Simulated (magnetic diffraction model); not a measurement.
## Moment size from magnetic intensity in K₂FeAgF₅

Space group P4/mbm (no. 127), a = 7.1110 Å, c = 6.1090 Å.

```
site  atom       x       y       z
  2a    Ag     1/2     1/2       0
  2d    Fe       0     1/2       0
  4h     K  0.8188  0.6812     1/2
  2b     F     1/2     1/2     1/2
  8k     F  0.8643  0.3643  0.2139
```

This is a made-up structure (elements placed in a structure type, unrelaxed), so the numbers test the method and describe no known phase.

Only Fe is taken to order (form factors of Fe2+); orders and moment sizes are assumed, and not adapted to the symmetry. Radiation: neutrons of λ = 2.567 Å, 3° to 80°; isotropic B of 0.24 Å² (Ag), 0.35 Å² (Fe), 0.33 Å² (K) and 0.51 Å² (F). Simulated constant-wavelength pattern: nuclear and magnetic terms add, the magnetic one as |2.695 fm × Σ f S⊥ exp(2πi Q·r) exp(−B s²)|², summed over all Q at one angle with the factor 1/(sin²θ cos θ). For collinear order S is the moment m, which repeats by lattice and centring translations R with the sign exp(−2πi k·R). Free-ion form factors, Sears's scattering lengths of 1992, no absorption; a label names one of the reflections at its angle. The strongest nuclear line in the range is 100, and lines under 0.2 are left out.

In a first state the assumed order is k = (1/2 0 1/2), collinear moments along [101], 3.11 μB on Fe; signs + at (0, 1/2, 0), + at (1/2, 0, 0), with this pattern:

| 2θ (°) | index | nuclear | magnetic |
| --- | --- | --- | --- |
| 15.92 | (1/2 0 1/2) | 0.0 | 15.7 |
| 24.26 | (0 0 1) | 11.4 | 0.0 |
| 26.30 | (1/2 1 1/2) | 0.0 | 17.1 |
| 29.58 | (1 1 0) | 22.3 | 0.0 |
| 33.77 | (3/2 0 1/2) | 0.0 | 2.6 |
| 38.27 | (1/2 0 3/2) | 0.0 | 2.5 |
| 38.61 | (1 1 1) | 34.3 | 0.0 |
| 39.99 | (3/2 1 1/2) | 0.0 | 4.7 |
| 42.32 | (2 0 0) | 25.1 | 0.0 |
| 43.95 | (1/2 1 3/2) | 0.0 | 4.1 |
| 45.49 | (1/2 2 1/2) | 0.0 | 5.3 |
| 47.61 | (2 1 0) | 32.1 | 0.0 |
| 49.10 | (3/2 0 3/2) | 0.0 | 1.2 |
| 49.38 | (2 0 1) | 41.9 | 0.0 |
| 49.69 | (0 0 2) | 3.6 | 0.0 |
| 53.87 | (3/2 1 3/2) | 0.0 | 2.1 |
(The table stops after 16 lines; 23 more lie at higher angle.)

**Question.** Nearer the ordering temperature the line at 26.30° has total intensity 8.4 on the same scale, and all moments have shrunk alike. How large is the Fe moment?

The nuclear part, 0.0, stays, so the magnetic part is 8.4 against 17.1. It goes as m², so m = 3.11 × √(8.4/17.1) = 2.18 μB; the value used was 2.18 μB.

[Logs are printed without paths, hosts, clocks, repeated set-up lines and the standing remarks that a program may print on its own settings, such as how far it seeks lower states.]
